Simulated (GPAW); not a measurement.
# How Mg2NCl absorbs and reflects light, part 2 of 2

Aim: the dielectric function of Mg2NCl, and the optical constants that follow from it.

GPAW 26.7.0; DFT, PBE, plane-wave PAW (GPAW data sets), scalar-relativistic, RPA, optical limit.

So far. Step 2 (Ground state): There is a gap, 2.16 eV on this mesh (points off the mesh can give less), so no carriers' term is needed.

### 4. Dielectric function, RPA

Transitions between filled and empty bands, summed over the zone, give the optical response, so mesh, band count and broadening shape it.

The induced potential is part of this response.

This step: DFT, PBE, plane-wave PAW (GPAW data sets), scalar-relativistic, RPA, optical limit (GPAW 26.7.0).

df.py

```python
from gpaw.response.df import DielectricFunction

df = DielectricFunction('full.gpw', frequencies={'type': 'nonlinear', 'domega0': 0.03, 'omega2': 8},
                        ecut=50,
                        eta=0.15,
                        nbands=45,
                        txt='df.txt')
for direction in ['x', 'z']:
    df.get_dielectric_function(xc='RPA', direction=direction, filename=f'df_{direction}.csv')
```

Command:

```bash
$ OMP_NUM_THREADS=1 python df.py
```

The log of the run:

```text
Using integrator: PointIntegrator
NonLinearFrequencyDescriptor(from 0.000 to 106.549 eV, 546 points)
Nonperiodic BCs:  [False False False]
Using integrator: PointIntegrator
NonLinearFrequencyDescriptor(from 0.000 to 106.549 eV, 546 points)
Nonperiodic BCs:  [False False False]

Calculating chi0 body with:
    Ground state adapter containing:
    Number of spins: 1
    Number of kpoints: 1000
    Number of irreducible kpoints: 116
    Number of completely occupied states: 16
    Number of partially occupied states: 16

    Linear response parametrization:
    q_c: [0.0, 0.0, 0.0]
    Number of frequency points: 546
    Planewave cutoff: 50.0
    Number of bands: 45
    Number of planewaves: 43
    Broadening (eta): 0.15

Integrating chi0 body.

Symmetries of q_c:
    Direct symmetries (Uq -> q): 12
    Indirect symmetries (TUq -> q): 0
In total 12 allowed symmetries.

116 groups of equivalent kpoints. 88.4% reduction.

Integral kind: spectral function

Calculating chi0 optical extensions with:
    Ground state adapter containing:
    Number of spins: 1
    Number of kpoints: 1000
    Number of irreducible kpoints: 116
    Number of completely occupied states: 16
    Number of partially occupied states: 16

    Linear response parametrization:
    Number of frequency points: 546
    Planewave cutoff: 50.0
    Number of bands: 45
    Number of planewaves: 43
    Broadening (eta): 0.15
Integrating chi0 head and wings.

Symmetries of q_c:
    Direct symmetries (Uq -> q): 12
    Indirect symmetries (TUq -> q): 0
In total 12 allowed symmetries.

116 groups of equivalent kpoints. 88.4% reduction.

Integral kind: spectral function wings
```

Run time: 44 s. Hardware: 1 thread of Intel Xeon 6975P-C (Granite Rapids), shared host; peak memory 0.32 GiB.

This step gave:

| Item | Value |
| --- | --- |
| electronic dielectric constant ε∞, mean over x, y and z (by symmetry where fewer were run) | 4.377 |
| centre of weight of the strongest loss peak in the window | 19.14 eV |

Some rows of df_x.csv (energy; Re and Im without local fields; Re and Im with them):

```text
0.000000, 4.686458, -0.000000, 4.274491, -0.000000
0.651243, 4.730697, 0.021153, 4.316198, 0.019988
1.347938, 4.899008, 0.056692, 4.476287, 0.054376
2.095014, 5.370934, 0.357571, 4.935007, 0.359458
2.898142, 5.345278, 1.066908, 4.868069, 1.083375
3.763875, 5.812323, 1.250602, 5.237143, 1.257058
4.699832, 6.548027, 3.059865, 5.837895, 2.890534
5.714917, 4.679255, 3.992756, 3.984434, 3.697988
6.819608, 3.847764, 3.512454, 3.019242, 3.138933
8.026317, 3.628985, 4.303446, 2.488695, 3.597944
9.349861, 2.004179, 6.211224, 1.841202, 3.902538
10.808071, -0.527391, 3.916541, 0.107357, 3.023337
12.422601, -1.120851, 3.273104, 0.199465, 2.721941
14.220012, -1.209575, 1.408609, -0.635268, 1.682039
16.233242, -0.435591, 0.751433, -0.186564, 0.873337
18.503643, -0.103684, 0.483841, 0.095026, 0.574243
21.083856, 0.208507, 0.318199, 0.381179, 0.347568
24.041937, 0.353810, 0.230924, 0.529466, 0.387846
```

Sum at mesh points, not converged in k; values under the direct gap are tails of Lorentzian lines. Im ε against photon energy; read off at these points:

| photon energy (eV) | E ∥ x | E ∥ z |
| --- | --- | --- |
| 0.00 | 0 | 0 |
| 0.50 | 0.0149 | 0.0136 |
| 1.00 | 0.0339 | 0.0289 |
| 1.50 | 0.0681 | 0.0481 |
| 2.00 | 0.236 | 0.0760 |
| 2.50 | 0.475 | 0.127 |
| 3.00 | 0.911 | 0.311 |
| 3.50 | 1.01 | 0.942 |
| 4.00 | 1.55 | 1.50 |
| 4.50 | 1.88 | 3.22 |
| 5.00 | 3.19 | 4.22 |
| 5.42 | 3.66 | 7.38 |
| 5.50 | 3.64 | 7.21 |
| 5.92 | 3.83 | 6.92 |
| 6.00 | 3.80 | 7.11 |
| 6.50 | 3.55 | 5.09 |
| 7.00 | 3.05 | 4.59 |
| 7.50 | 4.03 | 4.39 |
| 8.00 | 3.58 | 3.85 |
| 8.50 | 3.67 | 3.57 |
| 9.00 | 3.88 | 3.29 |
| 9.50 | 4.09 | 2.48 |
| 10.00 | 4.45 | 3.16 |
| 10.50 | 3.41 | 2.65 |
| 11.00 | 2.92 | 2.75 |
| 11.50 | 2.87 | 2.37 |
| 12.00 | 2.45 | 1.54 |
| 12.50 | 2.74 | 1.62 |
| 13.00 | 2.60 | 2.29 |
| 13.50 | 2.34 | 2.24 |
| 14.00 | 1.87 | 2.09 |
| 14.50 | 1.57 | 1.53 |
| 15.00 | 1.31 | 0.945 |
| 15.50 | 1.06 | 0.961 |
| 16.00 | 0.891 | 0.914 |
| 16.50 | 0.881 | 0.717 |
| 17.00 | 0.837 | 0.564 |
| 17.50 | 0.611 | 0.613 |
| 18.00 | 0.539 | 0.589 |
| 18.50 | 0.574 | 0.481 |
| 19.00 | 0.483 | 0.383 |
| 19.50 | 0.453 | 0.364 |
| 20.00 | 0.330 | 0.389 |
| 20.50 | 0.327 | 0.429 |
| 21.00 | 0.352 | 0.373 |
| 21.50 | 0.324 | 0.328 |
| 22.00 | 0.292 | 0.299 |
| 22.50 | 0.338 | 0.362 |
| 23.00 | 0.395 | 0.371 |
| 23.50 | 0.365 | 0.338 |
| 24.00 | 0.388 | 0.314 |
| 24.50 | 0.361 | 0.291 |
| 25.00 | 0.334 | 0.258 |
| 25.50 | 0.326 | 0.263 |
| 26.00 | 0.325 | 0.253 |
| 26.50 | 0.315 | 0.247 |
| 27.00 | 0.334 | 0.307 |

The reflectivity at normal incidence has structure finer than the step of the table below, so its rows give means over 1 eV, whole bins alone (the curve runs from 0 to 27.1 eV). Peaks (eV: height): E ∥ x 5.2: 20.6, 10.3: 27.1, 15.5: 30.7, 17.2: 26.0; E ∥ z 6.1: 31.2, 10.4: 24.0, 11.6: 27.1, 14.7: 37.2, 16.5: 26.4.

Sum at mesh points, not converged in k. Reflectivity at normal incidence against photon energy; means over each step:

| photon energy (eV) | E ∥ x (%) | E ∥ z (%) |
| --- | --- | --- |
| 1 | 12.5 | 13.5 |
| 2 | 13.9 | 14.7 |
| 3 | 14.9 | 17.4 |
| 4 | 16.7 | 21.0 |
| 5 | 20.0 | 26.6 |
| 6 | 19.2 | 29.5 |
| 7 | 17.1 | 24.6 |
| 8 | 18.9 | 24.5 |
| 9 | 20.3 | 22.0 |
| 10 | 25.2 | 20.6 |
| 11 | 23.1 | 22.5 |
| 12 | 20.7 | 20.3 |
| 13 | 24.5 | 16.6 |
| 14 | 28.8 | 26.3 |
| 15 | 29.1 | 29.9 |
| 16 | 25.6 | 23.7 |
| 17 | 23.6 | 19.6 |
| 18 | 18.5 | 15.9 |
| 19 | 15.0 | 12.1 |
| 20 | 11.2 | 6.62 |
| 21 | 6.24 | 6.32 |
| 22 | 4.09 | 3.88 |
| 23 | 3.45 | 3.67 |
| 24 | 3.50 | 3.41 |
| 25 | 3.31 | 2.59 |
| 26 | 2.82 | 1.90 |

Sum at mesh points, not converged in k; values under the direct gap are tails of Lorentzian lines. Table of Im ε, E ∥ x by photon energy; read off at these points:

| photon energy (eV) | without local fields | with local fields |
| --- | --- | --- |
| 0.00 | 0 | 0 |
| 0.50 | 0.0158 | 0.0149 |
| 1.00 | 0.0357 | 0.0339 |
| 1.50 | 0.0706 | 0.0681 |
| 2.00 | 0.237 | 0.236 |
| 2.50 | 0.472 | 0.475 |
| 3.00 | 0.898 | 0.911 |
| 3.50 | 0.998 | 1.01 |
| 4.00 | 1.56 | 1.55 |
| 4.50 | 1.97 | 1.88 |
| 5.00 | 3.38 | 3.19 |
| 5.50 | 3.90 | 3.64 |
| 5.92 | 4.16 | 3.83 |
| 6.00 | 4.12 | 3.80 |
| 6.50 | 3.81 | 3.55 |
| 7.00 | 3.40 | 3.05 |
| 7.50 | 4.63 | 4.03 |
| 8.00 | 4.26 | 3.58 |
| 8.50 | 4.97 | 3.67 |
| 9.00 | 5.90 | 3.88 |
| 9.50 | 6.47 | 4.09 |
| 9.62 | 6.54 | 4.26 |
| 10.00 | 5.99 | 4.45 |
| 10.50 | 4.36 | 3.41 |
| 11.00 | 3.94 | 2.92 |
| 11.50 | 3.63 | 2.87 |
| 12.00 | 3.34 | 2.45 |
| 12.50 | 3.22 | 2.74 |
| 13.00 | 2.57 | 2.60 |
| 13.50 | 2.04 | 2.34 |
| 14.00 | 1.57 | 1.87 |
| 14.50 | 1.29 | 1.57 |
| 15.00 | 1.05 | 1.31 |
| 15.50 | 0.778 | 1.06 |
| 16.00 | 0.723 | 0.891 |
| 16.50 | 0.733 | 0.881 |
| 17.00 | 0.611 | 0.837 |
| 17.50 | 0.491 | 0.611 |
| 18.00 | 0.475 | 0.539 |
| 18.50 | 0.484 | 0.574 |
| 19.00 | 0.391 | 0.483 |
| 19.50 | 0.358 | 0.453 |
| 20.00 | 0.279 | 0.330 |
| 20.50 | 0.348 | 0.327 |
| 21.00 | 0.327 | 0.352 |
| 21.50 | 0.275 | 0.324 |
| 22.00 | 0.296 | 0.292 |
| 22.50 | 0.338 | 0.338 |
| 23.00 | 0.323 | 0.395 |
| 23.50 | 0.279 | 0.365 |
| 24.00 | 0.233 | 0.388 |
| 24.50 | 0.231 | 0.361 |
| 25.00 | 0.217 | 0.334 |
| 25.50 | 0.211 | 0.326 |
| 26.00 | 0.180 | 0.325 |
| 26.50 | 0.157 | 0.315 |
| 27.00 | 0.151 | 0.334 |

The loss function −Im 1/ε at q → 0 has structure finer than the step of the table below, so its rows give means over 1 eV, whole bins alone (the curve runs from 0 to 27.1 eV). Peaks (eV: height): E ∥ x 19.9: 2.27; E ∥ z 17.0: 1.79, 18.9: 2.16.

Sum at mesh points, not converged in k; values under the direct gap are tails of Lorentzian lines. The loss function −Im 1/ε at q → 0 by energy loss; means over each step:

| energy loss (eV) | E ∥ x | E ∥ z |
| --- | --- | --- |
| 1 | 0.00186 | 0.00133 |
| 2 | 0.0127 | 0.00311 |
| 3 | 0.0327 | 0.0104 |
| 4 | 0.0475 | 0.0341 |
| 5 | 0.0868 | 0.0647 |
| 6 | 0.140 | 0.133 |
| 7 | 0.160 | 0.199 |
| 8 | 0.185 | 0.244 |
| 9 | 0.201 | 0.327 |
| 10 | 0.230 | 0.320 |
| 11 | 0.330 | 0.377 |
| 12 | 0.387 | 0.571 |
| 13 | 0.386 | 0.459 |
| 14 | 0.482 | 0.465 |
| 15 | 0.650 | 0.831 |
| 16 | 1.00 | 1.04 |
| 17 | 1.23 | 1.62 |
| 18 | 1.76 | 1.69 |
| 19 | 1.91 | 1.95 |
| 20 | 1.94 | 1.35 |
| 21 | 1.31 | 1.30 |
| 22 | 0.958 | 0.928 |
| 23 | 0.869 | 0.906 |
| 24 | 0.879 | 0.853 |
| 25 | 0.843 | 0.681 |
| 26 | 0.757 | 0.557 |

From ε follow the optical constants at some laser and lamp lines:

| wavelength (nm) | n x | k x | R (%) x | 1/α x | n z | k z | R (%) z | 1/α z |
| --- | --- | --- | --- | --- | --- | --- | --- | --- |
| 1064 | 2.10 | 0.010 | 12.6 | 8.4 µm | 2.17 | 0.008 | 13.6 | 11 µm |
| 800 | 2.14 | 0.017 | 13.1 | 3.7 µm | 2.19 | 0.011 | 14.0 | 5.6 µm |
| 633 | 2.20 | 0.045 | 14.1 | 1.1 µm | 2.23 | 0.016 | 14.5 | 3.1 µm |
| 532 | 2.20 | 0.134 | 14.3 | 317 nm | 2.28 | 0.023 | 15.2 | 1.8 µm |
| 450 | 2.29 | 0.175 | 15.6 | 204 nm | 2.36 | 0.038 | 16.4 | 940 nm |
| 308 | 2.34 | 0.340 | 17.0 | 72 nm | 2.55 | 0.283 | 19.6 | 87 nm |
| 193 | 1.96 | 0.930 | 18.6 | 17 nm | 1.85 | 1.424 | 27.1 | 11 nm |

Below the direct gap, k and the depth come from the tails of the Lorentzian lines, not from transitions.

Rows near the edge hang on the gap, which this functional as a rule makes too small, and phonon-assisted absorption is left out.

### 5. Summary of results

```json
{
 "electronic dielectric constant ε∞, mean over x, y and z (by symmetry where fewer were run) (RPA)": "4.38",
 "centre of weight of the strongest loss peak in the window, first axis": "19.1 eV"
}
```

What this shows: At this level (PBE, RPA) Mg2NCl has a mean ε∞ = 4.38 and n = 2.08 at 1550 nm (E ∥ x). On the mesh the gap is 2.16 eV and the least direct gap 2.17 eV. Local fields change the static value along x from 4.69 to 4.27 (-9 %). The static values by axis are 4.27 (x), 4.58 (z). Excitons and phonon-assisted transitions are missing; PBE gaps are as a rule too small, which pulls the onset down and ε∞ up. The curves end at 27 eV, about where the summed bands run out. The sum runs over mesh points 0.22 Å⁻¹ apart with no interpolation, so peaks are partly noise of the mesh and static values carry its error.

[Machine, clock and banner lines and Python warnings are left out of the logs.]

[Logs are printed without paths, hosts, clocks, repeated set-up lines and the standing remarks that a program may print on its own settings, such as how far it seeks lower states.]

[Hosts, paths, dates, database ids (printed as entryN), source tags and the programs' standing remarks are cut or masked in the printed files.]
